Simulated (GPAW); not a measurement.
BN (P6_3/mmc): refractive index against wavelength

The refractive index of BN (P6_3/mmc) along x below the direct gap (4.63 eV on the mesh) is read from one computed spectrum, n = √(Re ε). x, y and z are the Cartesian axes of the input cell.

Symmetry: P6_3/mmc, No. 194, hexagonal system. The conventional cell has a = 2.498 Å, b = 2.498 Å, c = 6.636 Å, α = 90.00°, β = 90.00°, γ = 120.00°. Around N on site d lie 3 B at 1.44 Å. B on site c has 3 N at 1.44 Å as nearest neighbours.

Method: GPAW 26.7.0, PBE, RPA, k-mesh 18×18×6, local fields up to 60 eV, Lorentzian half width 0.2 eV.

Launch of the response step: `OMP_NUM_THREADS=1 python df.py`. The run took 3.6 min, its band step included, on 1 thread of Arm Neoverse V1 (shared host).

```tsv
wavelength (nm)	photon energy E (eV)	n
1064	1.165	2.1738
850	1.459	2.1875
700	1.771	2.2064
633	1.959	2.2202
532	2.331	2.2538
450	2.755	2.3053
405	3.061	?
```

In the single-oscillator model n² − 1 = E₀E_d/(E₀² − E²), so 1/(n² − 1) = E₀/E_d − E²/(E₀E_d) is linear in E².

Working, on the rows shown:

| x = E² (eV²) | y = 1/(n² − 1) |
| --- | --- |
| 1.35784 | 0.268427 |
| 2.12762 | 0.26419 |
| 3.13716 | 0.258518 |
| 3.83641 | 0.254499 |
| 5.43137 | 0.245121 |
| 7.59115 | 0.231782 |

Means: x̄ = 3.9136, ȳ = 0.25376. Σ(x − x̄)(y − ȳ) = -0.1538, Σ(x − x̄)² = 26.16. Slope = -0.1538 / 26.16 = -0.00588; intercept = ȳ − slope · x̄ = 0.27677. Turned back into n, the line misses the rows shown by at most 0.0014.

**Question.** Fill in the last column of the withheld row.

**Answer.** At x = 9.3718 the line gives y = 0.22166, that is 2.3476. The run gave 2.3541, so the extrapolation is off by 0.0065, 4 % of the range in the table.

Refitted with all rows, the slope is -0.006014 and the intercept 0.27719. These give E₀ = √(intercept/−slope) = 6.79 eV and E_d = E₀/intercept = 24.5 eV; E₀ is 1.5 times the direct gap. The electronic limit at long wavelengths, without lattice vibrations, is n = √(1 + 1/intercept) = 2.147. The cell comes from an older database entry, whose edges can be off by a per cent or so. Excitons are left out; PBE gaps are as a rule too small. The values come from a sum over the points of one k-mesh and carry its error, which grows as the direct gap shrinks.

[Logs are printed without paths, hosts, clocks, repeated set-up lines and the standing remarks that a program may print on its own settings, such as how far it seeks lower states.]
